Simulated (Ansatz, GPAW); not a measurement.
**Cutoff, mesh and smearing for a 8-layer slab of Ba(100)**

Wanted: a convergence study on the slab a 8-layer slab of Ba(100).

Method: Ansatz plane waves; slab in vacuum with a dipole correction, relaxation, in the first sound run; inputs show where later runs differ, in GPAW 26.7.0 and Ansatz 0.2.0.

### Step 1. Set-up

The cell holds 8 atoms: 8 Ba. Cell: a = 5.020 Å, b = 5.020 Å, c = 35.570 Å, α = 90.0°, β = 90.0°, γ = 90.0°. Vacuum lies along c.

### Step 2. Relaxation

The atoms are relaxed first, since the surface dipole, and with it the work function, follows the positions of the outer layers. The lowest 4 atoms are held at bulk positions and keep their forces.

input.yaml

```yaml
crystal:
  lattice:
    - [5.02, 0.0, 0.0]
    - [0.0, 5.02, 0.0]
    - [0.0, 0.0, 35.57]
  atoms:
    - { symbol: Ba, position: [0.5, 0.5, 0.2530222097] }
    - { symbol: Ba, position: [0.0, 0.0, 0.3235872927] }
    - { symbol: Ba, position: [0.5, 0.5, 0.3941523756] }
    - { symbol: Ba, position: [0.0, 0.0, 0.4647174585] }
    - { symbol: Ba, position: [0.5, 0.5, 0.5352825415] }
    - { symbol: Ba, position: [0.0, 0.0, 0.6058476244] }
    - { symbol: Ba, position: [0.5, 0.5, 0.6764127073] }
    - { symbol: Ba, position: [0.0, 0.0, 0.7469777903] }
kpoints:
  mp_grid: { grid: [6, 6, 1] }
hamiltonian:
  xc: pbe
scf:
  occupations: { method: fermi_dirac, width: 0.1 }
efield:
  axis: 3
  dipole_correction: true
  ramp_width: 0.05
relax:
  f_tol: 0.02
  max_steps: 60
  constraints: [{ sites: [0, 1, 2, 3] }]
output:
  write_potential: true
  write_density: true
  volumetric_format: npy
```

Run with:

```console
$ ansatz run input.yaml --threads 4 --pin off --max-ram 8192MiB --backend cpu --events-out ev --progress --plain --runs-dir out
```

Numbers of over 12 decimals in the logs are rounded to 6 here.

What it wrote:

```text
Engine: ansatz 0.2.0, aarch64-unknown-linux-gnu
Pseudopotentials: kind: paw
Pseudopotential: Ba, paw, valence charge 10, recommended cutoff 420 eV (normal), Ba.paw.azcp
Functional definition: PBE
  parameter kappa = 0.804
  parameter beta = 0.066725
  exchange = pbe_x(kappa = kappa, mu = beta*pi^2/3)
  correlation = pbe_c(beta = beta)
Crystal: 8 atoms, lattice volume = 896.378 Å³
Basis set: ecut = 420 eV, 17539 PW (Γ), exchange–correlation on 72×72×480 points (8 copies of the dense FFT grid, shifted against one another)
Bands: 48, of which v1, the nominal top of the filled ones, is band 40 counted from 1 (39 counted from 0)
Symmetry: 8 space group operations
k-points: 10 of 36
Non-local potential: Ba, projectors of the file, l = 0: 3, l = 1: 2, l = 2: 2, l = 3: 2
PAW form: soft (Blöchl's): semilocal exchange-correlation on the pseudo side does not see the compensation charge
PAW one-centre angular grid: Ba, 194 points (default); XC on 64 Gauss nodes
Initial density: superposition of atomic densities (neutral atoms: chi_scale 0, normalization atom), corrected by the library's trained network
Initial wavefunctions: pseudopotential atomic-orbital guess
Functional: x = pbe(κ = 0.804, μ = 0.219515), c = pbe(β = 0.066725)
SCF iter   1: F=—  HF=-47595.486907 eV  |F-HF|=—  |Δ(HF+E_count)|=         —  Δρ=9.58e-4  dr2=2.27e-1  ethr=1.77e-3  p=0.000 e·Å  D=1.64e-14 V/Å  ΔV_dip=-0.00 eV  dr2_dipole=1.21e-9  V_vac-E_F(+/−)=2.32/2.32 eV  ⟨swp⟩=17.2  Hψ=8075  notcnv=0
efield: sawtooth ramp at fractional position 0.9750 (placed from the atoms, in the widest stretch of the axis that holds none; the zero of the levels goes with the place), width 0.0500; the density the first Hamiltonian is built on has a dipole p = 0.000 e·Å; the dipole correction subtracts the counter field D = 1.64e-14 V/Å, which shifts the + side's vacuum level by -0.00 eV against the − side's; the planar-averaged density in the ramp window peaks in size at 1.3e-5 e/Å³
automatic band count: the SCF goes on with 56 bands, as 48 were too few: the levels above may hold too much charge
preconditioner: auto → LDOS  [metal: Δε(μ)=0.099 eV  Ē_g=1.576 eV  σ=0.100 eV  W_gap=0.24  n_scr=100 (ndim 8)  ℏωp=5.0 eV  f_vac=0.376  D(μ)=12.83/eV (n_scr^D=62)  β→1.0]
SCF iter   2: F=—  HF=-47595.482638 eV  |F-HF|=—  |Δ(HF+E_count)|=   4.27e-3  Δρ=3.32e-4  dr2=8.56e-3  ethr=2.84e-4  p=-0.000 e·Å  D=-2.23e-6 V/Å  ΔV_dip=0.00 eV  dr2_dipole=1.19e-8  V_vac-E_F(+/−)=2.35/2.35 eV  ⟨swp⟩=1.3  Hψ=653  notcnv=0
SCF iter   3: F=—  HF=-47595.483355 eV  |F-HF|=—  |Δ(HF+E_count)|=   7.18e-4  Δρ=1.10e-4  dr2=2.91e-4  ethr=1.07e-5  p=0.000 e·Å  D=2.64e-6 V/Å  ΔV_dip=-0.00 eV  dr2_dipole=1.84e-8  V_vac-E_F(+/−)=2.36/2.36 eV  ⟨swp⟩=1.9  Hψ=621  notcnv=0
SCF iter   4: F=—  HF=-47595.483478 eV  |F-HF|=—  |Δ(HF+E_count)|=   1.22e-4  Δρ=5.73e-5  dr2=6.21e-5  ethr=3.64e-7  p=-0.000 e·Å  D=-4.46e-7 V/Å  ΔV_dip=0.00 eV  dr2_dipole=2.33e-9  V_vac-E_F(+/−)=2.36/2.36 eV  ⟨swp⟩=2.7  Hψ=1051  notcnv=0
iter 5 did not close the SCF: its close was put off for the readings that it lacked (scf_convergence_deferred on its scf_iter line)
SCF iter   5: F=-47595.483473 eV  HF=-47595.483474 eV  |F-HF|=1.10e-6  |Δ(HF+E_count)|=   4.12e-6  Δρ=1.25e-5  dr2=3.92e-6  ethr=7.77e-8  p=0.000 e·Å  D=1.99e-8 V/Å  ΔV_dip=-0.00 eV  dr2_dipole=4.52e-10  V_vac-E_F(+/−)=2.36/2.36 eV  ⟨swp⟩=2.0  Hψ=891  notcnv=0
SCF iter   6: F=-47595.483474 eV  HF=-47595.483474 eV  |F-HF|=9.40e-8  |Δ(HF+E_count)|=   4.05e-7  Δρ=3.61e-6  dr2=3.09e-7  ethr=4.90e-9  p=-0.000 e·Å  D=-5.12e-8 V/Å  ΔV_dip=0.00 eV  dr2_dipole=8.25e-12  V_vac-E_F(+/−)=2.36/2.36 eV  ⟨swp⟩=11.3  Hψ=5403  notcnv=0
SCF 1 converged in 6 iterations: F = -47595.483474 eV  dr2 = 3.09e-7
  greatest PAW one-centre occupation: 0.959 electrons in one spin orbital (limit 2), on the Ba atom at site 7 (counted from 0), in its partial waves of l = 0
relax step   1: F+E_penalty+E_count = -47595.48347393 eV  Δ(F+E_penalty+E_count) = +0.000e0 eV  max|allowed force component| = 1.155e-1 eV/Å  Δτ_max = 0.0000 Å  (6 SCF iters, dr2 threshold 1.00e-5 eV, accepted)
Bands: 56, of which v1, the nominal top of the filled ones, is band 40 counted from 1 (39 counted from 0)
Initial density: handed on by an earlier stage of this run
Initial wavefunctions: those handed on with the density
iter 1 solved again at ethr=1.04e-5 eV; its pass at ethr=3.10e-3 eV (dr2=8.30e-3 eV) is discarded
SCF iter   1: F=—  HF=-47595.487252 eV  |F-HF|=—  |Δ(HF+E_count)|=         —  Δρ=2.08e-4  dr2=6.50e-3  ethr=1.04e-5  p=-0.000 e·Å  D=-5.06e-8 V/Å  ΔV_dip=0.00 eV  dr2_dipole=2.66e-3  V_vac-E_F(+/−)=2.36/2.36 eV  ⟨swp⟩=2.0  Hψ=1567  notcnv=0
efield: sawtooth ramp at fractional position 0.9750 (handed on by an earlier solve), width 0.0500; the density the first Hamiltonian is built on has a dipole p = -0.000 e·Å; the dipole correction subtracts the counter field D = -5.06e-8 V/Å, which shifts the + side's vacuum level by +0.00 eV against the − side's; the planar-averaged density in the ramp window peaks in size at 1.1e-6 e/Å³
preconditioner: auto → LDOS  [metal: Δε(μ)=0.077 eV  Ē_g=1.576 eV  σ=0.100 eV  W_gap=0.19  n_scr=100 (ndim 8)  ℏωp=5.0 eV  f_vac=0.374  D(μ)=12.59/eV (n_scr^D=62)  β→1.0]
SCF iter   2: F=—  HF=-47595.486848 eV  |F-HF|=—  |Δ(HF+E_count)|=   4.04e-4  Δρ=5.11e-5  dr2=1.26e-4  ethr=8.12e-6  p=-0.000 e·Å  D=-1.66e-5 V/Å  ΔV_dip=0.00 eV  dr2_dipole=2.63e-5  V_vac-E_F(+/−)=2.36/2.36 eV  ⟨swp⟩=1.2  Hψ=562  notcnv=0
SCF iter   3: F=—  HF=-47595.487012 eV  |F-HF|=—  |Δ(HF+E_count)|=   1.65e-4  Δρ=1.64e-5  dr2=6.50e-6  ethr=1.58e-7  p=0.000 e·Å  D=1.31e-5 V/Å  ΔV_dip=-0.00 eV  dr2_dipole=3.19e-8  V_vac-E_F(+/−)=2.36/2.36 eV  ⟨swp⟩=2.5  Hψ=1025  notcnv=0
SCF iter   4: F=—  HF=-47595.487013 eV  |F-HF|=—  |Δ(HF+E_count)|=   8.86e-7  Δρ=7.12e-6  dr2=1.74e-6  ethr=1.04e-9  p=0.000 e·Å  D=3.95e-5 V/Å  ΔV_dip=-0.00 eV  dr2_dipole=1.27e-7  V_vac-E_F(+/−)=2.36/2.36 eV  ⟨swp⟩=12.5  Hψ=5511  notcnv=0
SCF iter   5: F=-47595.487013 eV  HF=-47595.487013 eV  |F-HF|=1.12e-7  |Δ(HF+E_count)|=   1.30e-7  Δρ=3.42e-6  dr2=2.75e-7  ethr=1.04e-9  p=0.000 e·Å  D=5.47e-5 V/Å  ΔV_dip=-0.00 eV  dr2_dipole=5.53e-8  V_vac-E_F(+/−)=2.36/2.36 eV  ⟨swp⟩=11.4  Hψ=4450  notcnv=0
SCF 2 converged in 5 iterations: F = -47595.487013 eV  dr2 = 2.75e-7
  Residual-converged pass: ⟨swp⟩=1.0  Hψ=600  notcnv=0  max |occ|·‖R‖ = 7.0e-9 eV (tolerance 1.0e-8 eV)  dr2=2.75e-7  dr2_onsite=2.82e-9  max |Δocc| = 1.3e-11
  greatest PAW one-centre occupation: 0.959 electrons in one spin orbital (limit 2), on the Ba atom at site 0 (counted from 0), in its partial waves of l = 0
relax step   2: F+E_penalty+E_count = -47595.48701294 eV  Δ(F+E_penalty+E_count) = -3.539e-3 eV  max|allowed force component| = 7.107e-2 eV/Å  Δτ_max = 0.0211 Å  (5 SCF iters, dr2 threshold 8.34e-7 eV, accepted)
SCF iter   1: F=—  HF=-47595.490154 eV  |F-HF|=—  |Δ(HF+E_count)|=         —  Δρ=4.89e-4  dr2=6.87e-2  ethr=3.44e-4  p=0.000 e·Å  D=5.47e-5 V/Å  ΔV_dip=-0.00 eV  dr2_dipole=4.12e-2  V_vac-E_F(+/−)=2.36/2.36 eV  ⟨swp⟩=4.6  Hψ=1339  notcnv=0
efield: sawtooth ramp at fractional position 0.9750 (handed on by an earlier solve), width 0.0500; the density the first Hamiltonian is built on has a dipole p = 0.000 e·Å; the dipole correction subtracts the counter field D = 5.47e-5 V/Å, which shifts the + side's vacuum level by -0.00 eV against the − side's; the planar-averaged density in the ramp window peaks in size at 1.1e-6 e/Å³
preconditioner: auto → LDOS  [metal: Δε(μ)=0.056 eV  Ē_g=1.575 eV  σ=0.100 eV  W_gap=0.14  n_scr=100 (ndim 8)  ℏωp=5.0 eV  f_vac=0.373  D(μ)=12.55/eV (n_scr^D=62)  β→1.0]
SCF iter   2: F=—  HF=-47595.488951 eV  |F-HF|=—  |Δ(HF+E_count)|=   1.20e-3  Δρ=1.50e-4  dr2=1.49e-2  ethr=8.58e-5  p=0.000 e·Å  D=6.64e-5 V/Å  ΔV_dip=-0.00 eV  dr2_dipole=1.17e-2  V_vac-E_F(+/−)=2.36/2.37 eV  ⟨swp⟩=1.2  Hψ=652  notcnv=0
SCF iter   3: F=—  HF=-47595.488933 eV  |F-HF|=—  |Δ(HF+E_count)|=   1.84e-5  Δρ=4.33e-5  dr2=6.57e-4  ethr=1.86e-5  p=0.000 e·Å  D=1.37e-5 V/Å  ΔV_dip=-0.00 eV  dr2_dipole=5.02e-4  V_vac-E_F(+/−)=2.36/2.36 eV  ⟨swp⟩=1.0  Hψ=560  notcnv=0
SCF iter   4: F=—  HF=-47595.488959 eV  |F-HF|=—  |Δ(HF+E_count)|=   2.65e-5  Δρ=2.44e-5  dr2=2.73e-5  ethr=8.21e-7  p=0.000 e·Å  D=8.39e-5 V/Å  ΔV_dip=-0.00 eV  dr2_dipole=8.12e-6  V_vac-E_F(+/−)=2.36/2.36 eV  ⟨swp⟩=1.7  Hψ=571  notcnv=0
SCF iter   5: F=—  HF=-47595.489092 eV  |F-HF|=—  |Δ(HF+E_count)|=   1.33e-4  Δρ=6.19e-6  dr2=5.22e-6  ethr=3.42e-8  p=0.001 e·Å  D=1.24e-4 V/Å  ΔV_dip=-0.00 eV  dr2_dipole=3.42e-6  V_vac-E_F(+/−)=2.36/2.36 eV  ⟨swp⟩=2.3  Hψ=901  notcnv=0
SCF iter   6: F=—  HF=-47595.489092 eV  |F-HF|=—  |Δ(HF+E_count)|=   1.82e-7  Δρ=2.47e-6  dr2=1.69e-6  ethr=6.52e-9  p=0.001 e·Å  D=1.64e-4 V/Å  ΔV_dip=-0.01 eV  dr2_dipole=1.05e-6  V_vac-E_F(+/−)=2.36/2.36 eV  ⟨swp⟩=1.5  Hψ=568  notcnv=0
SCF iter   7: F=—  HF=-47595.489092 eV  |F-HF|=—  |Δ(HF+E_count)|=   1.45e-8  Δρ=9.45e-7  dr2=2.48e-7  ethr=2.11e-9  p=0.001 e·Å  D=1.69e-4 V/Å  ΔV_dip=-0.01 eV  dr2_dipole=1.80e-7  V_vac-E_F(+/−)=2.36/2.36 eV  ⟨swp⟩=1.3  Hψ=567  notcnv=0
SCF iter   8: F=-47595.489092 eV  HF=-47595.489092 eV  |F-HF|=5.43e-9  |Δ(HF+E_count)|=  7.71e-10  Δρ=3.66e-7  dr2=5.35e-9  ethr=1.25e-10  p=0.001 e·Å  D=1.70e-4 V/Å  ΔV_dip=-0.01 eV  dr2_dipole=1.08e-9  V_vac-E_F(+/−)=2.36/2.36 eV  ⟨swp⟩=11.0  Hψ=4093  notcnv=0
SCF 3 converged in 8 iterations: F = -47595.489092 eV  dr2 = 5.35e-9
relax step   3: F+E_penalty+E_count = -47595.48909222 eV  Δ(F+E_penalty+E_count) = -2.079e-3 eV  max|allowed force component| = 1.411e-2 eV/Å  Δτ_max = 0.0423 Å  (8 SCF iters, accepted)
NSCF: frozen V_eff on 10 k-points
the band table was solved once a step of the walk had ended and its energy, with any forces and stress, was formed, with the checks that follow a solve (2863 applications of the Hamiltonian). They found nothing against the state; the energy, forces and stress were not computed again (output.eigenvalues in the input reference)
WARN: The output density's exchange-correlation potential varies sharply where the density is thin. Do not read a vacuum level from v_tot or v_xc, or from such a field of the output density. On a cell that repeats whose density bears no net charge and no dipole along the vacuum's axis use v_es (v_loc + v_h of the components); under efield.dipole_correction with no amplitude use v_es + v_field, which holds any externa [...]
SCF converged after 8 iterations
Free energy (F): -47595.489092 eV
Harris-Foulkes:  -47595.489092 eV  (|F-HF|=5.43e-9)
Internal energy: -47595.062160 eV  (E = F + TS)
E sigma→0 (E₀):  -47595.275626 eV
Entropy (-TS):   -0.426932 eV (-53.367 meV/atom)
Fermi energy:    2.325127 eV
Dipole field:    D = 0.000149 V/Å  (p = 0.000739 e·Å, saw-weighted, corrected)
Work function:   Φ+ = 2.3561 eV   Φ− = 2.3614 eV
Levels:          The Fermi level and band energies are counted from a zero that moves with the ramp; work functions are not
--- Per-component energies (eV) ---
  E_band       = -970.027793
  E_kinetic    = 1328.458091
  E_local      = -29101.659593  (includes V_loc(G=0)·N_el)
  E_nonlocal   = 456.414029
  E_hartree    = 13849.185540
  E_xc         = -1329.887594
  E_vxc        = -1065.604956  (∫ρ·V_xc dr)
  E_paw        = -41806.452401  (= ΣΔE_a)
  E_vpaw       = -286.006215  (= ΣTr[D̂ρ^β])
  E_aug_tail   = -0.000014  (compensation charges beyond the density's cutoff)
  E_efield     = 0.000000  (sawtooth field / dipole correction)
  E_vefield    = -0.000058  (∫n·V_field dr)
  E_ewald      = 9008.879782
  E_smearing   = -0.426932  (= −TS)
  E_closure    = -0.000000  (closes the sum)
  Σ components = -47595.489092   (vs F -47595.489092, Δ=0.00e0)
--- Forces (eV/Å), atoms counted from 1 ---
  atom   1  Ba     0.00000000     0.00000000    -0.06801914
  atom   2  Ba    -0.00000000     0.00000000     0.11648362
  atom   3  Ba    -0.00000000     0.00000000    -0.06415215
  atom   4  Ba    -0.00000000     0.00000000     0.01499197
  atom   5  Ba     0.00000000     0.00000000    -0.00099381
  atom   6  Ba    -0.00000000     0.00000000    -0.00305338
  atom   7  Ba     0.00000000     0.00000000     0.01411387
  atom   8  Ba    -0.00000000     0.00000000    -0.00936660
  max |Σ_I F_I| component: 4.38e-6 eV/Å
--- Band table (eV; the first three rows and the last of 10) ---
  k-point 0: bands = [... 36 lower, 1.4821, 1.8328, 1.8407, 1.9081, 1.9711, 2.0070, 2.2969, 2.6936, ... 12 higher]
  k-point 1: bands = [... 36 lower, 1.5752, 1.9357, 1.9803, 2.0134, 2.0463, 2.1805, 2.4126, 2.7192, ... 12 higher]
  k-point 2: bands = [... 36 lower, 1.6143, 1.8431, 2.0071, 2.0517, 2.3624, 2.5137, 2.7522, 2.9159, ... 12 higher]
  k-point 9: bands = [... 36 lower, 2.2572, 2.2665, 2.6524, 2.6644, 2.7277, 2.7277, 2.7694, 2.7694, ... 12 higher]
--- Relaxed structure (3 steps of the walk, 3 accepted, 0 SCFs on fresh bases) ---
  F+E_penalty+E_count = -47595.48909222 eV   max|allowed force component| = 1.411e-2 eV/Å
  atoms:
    - { symbol: Ba, position: [0.5, 0.5, 0.2530222097] }
    - { symbol: Ba, position: [0.0, 0.0, 0.323587] }
    - { symbol: Ba, position: [0.5, 0.5, 0.394152] }
    - { symbol: Ba, position: [0.0, 0.0, 0.464717] }
    - { symbol: Ba, position: [0.5, 0.5, 0.535581] }
    - { symbol: Ba, position: [0, 0.0, 0.606728] }
    - { symbol: Ba, position: [0.5, 0.5, 0.674723] }
    - { symbol: Ba, position: [0, 0.0, 0.748582] }
```

It took 54 s on 4 threads of Arm Neoverse V1, shared host; peak memory 1.4 GiB.

Relaxation path:

```csv
step,energy less that of the first step (eV),largest force component (eV/Å)
1,0.0000,0.1155
2,-0.0035,0.0711
3,-0.0056,0.0141
```

Forces are held to the 8 operations that the run works with; a distortion that breaks them can't arise in this run.

The atoms that moved most (Å):

```csv
atom,dx,dy,dz,length
Ba7,0.000,0.000,-0.060,0.060
Ba8,0.000,0.000,0.057,0.057
Ba6,0.000,0.000,0.031,0.031
Ba5,0.000,0.000,0.011,0.011
```

Final coordinates:

```cif
data_structure
_symmetry_space_group_name_H-M 'P 1'
_symmetry_Int_Tables_number 1
_cell_length_a 5.0200
_cell_length_b 5.0200
_cell_length_c 35.5700
_cell_angle_alpha 90.000
_cell_angle_beta 90.000
_cell_angle_gamma 90.000
_cell_volume 896.38
loop_
_atom_site_label
_atom_site_type_symbol
_atom_site_fract_x
_atom_site_fract_y
_atom_site_fract_z
_atom_site_occupancy
Ba1 Ba 0.50000 0.50000 0.25302 1
Ba2 Ba 0.00000 0.00000 0.32359 1
Ba3 Ba 0.50000 0.50000 0.39415 1
Ba4 Ba 0.00000 0.00000 0.46472 1
Ba5 Ba 0.50000 0.50000 0.53558 1
Ba6 Ba 0.00000 0.00000 0.60673 1
Ba7 Ba 0.50000 0.50000 0.67472 1
Ba8 Ba 0.00000 0.00000 0.74858 1
```

Numbers from this step:

```
free energy             : -47595.4891 eV
smearing term TS        : 0.4269 eV
symmetry operations     : 8
upper work function     : 2.356 eV
lower work function     : 2.361 eV
dipole along the normal : 7.39e-4 e·Å
dipole field            : 1.49e-4 V/Å
vacuum level above      : 4.681 eV
vacuum level below      : 4.687 eV
```

The electrostatic potential energy of an electron (with the applied field's), less the Fermi level, planar mean oscillates, so the rows of the table below give means over windows of 2.52 Å about each position, cut where the curve ends. Its maxima inside the range that stand out by 2 % of the span (Å: eV): 10.2: -0.664, 12.7: -0.570, 15.3: -0.585, 17.8: -0.556, 20.3: -0.491, 22.8: -0.932, 25.3: -0.265. Its minima: 9.0: -5.32, 11.6: -4.83, 14.1: -4.96, 16.6: -4.95, 19.1: -4.95, 21.6: -4.97, 24.0: -4.85, 26.7: -5.33.

Electrostatic potential energy of an electron (with the applied field's), less the Fermi level, planar mean against z; means over each step:

```csv
z (Å),"electrostatic potential energy of an electron (with the applied field's), less the Fermi level, planar mean (eV)"
1.26,2.36
3.78,2.36
6.30,2.02
8.82,-2.88
11.34,-2.84
13.86,-2.91
16.38,-2.91
18.90,-2.89
21.42,-2.93
23.94,-2.85
26.46,-2.98
28.98,1.75
31.50,2.35
34.02,2.36
```

The valence density, planar mean oscillates, so the rows of the table below give means over windows of 2.52 Å about each position, cut where the curve ends. Its maxima inside the range that stand out by 2 % of the span (Å: e/Å³): 9.0: 0.213, 11.6: 0.219, 14.1: 0.218, 16.6: 0.218, 19.1: 0.218, 21.6: 0.219, 24.0: 0.219, 26.5: 0.212. Its minima: 10.2: 0.0730, 12.7: 0.0715, 15.3: 0.0721, 17.8: 0.0711, 20.3: 0.0704, 22.8: 0.0805, 25.3: 0.0638.

Valence density, planar mean against z; means over each step:

```csv
z (Å),"valence density, planar mean (e/Å³)"
1.26,9.4e-7
3.78,8.3e-5
6.30,0.00478
8.82,0.146
11.34,0.159
13.86,0.158
16.38,0.158
18.90,0.157
21.42,0.158
23.94,0.159
26.46,0.150
28.98,0.00977
31.50,1.5e-4
34.02,1.8e-6
```

The relaxation lowered the energy of the cell by 0.00562 eV.

[end of part 1 of 3]

[Logs are printed without paths, hosts, clocks, repeated set-up lines and the standing remarks that a program may print on its own settings, such as how far it seeks lower states.]

[Hosts, paths, dates, database ids (printed as entryN), source tags and the programs' standing remarks are cut or masked in the printed files.]
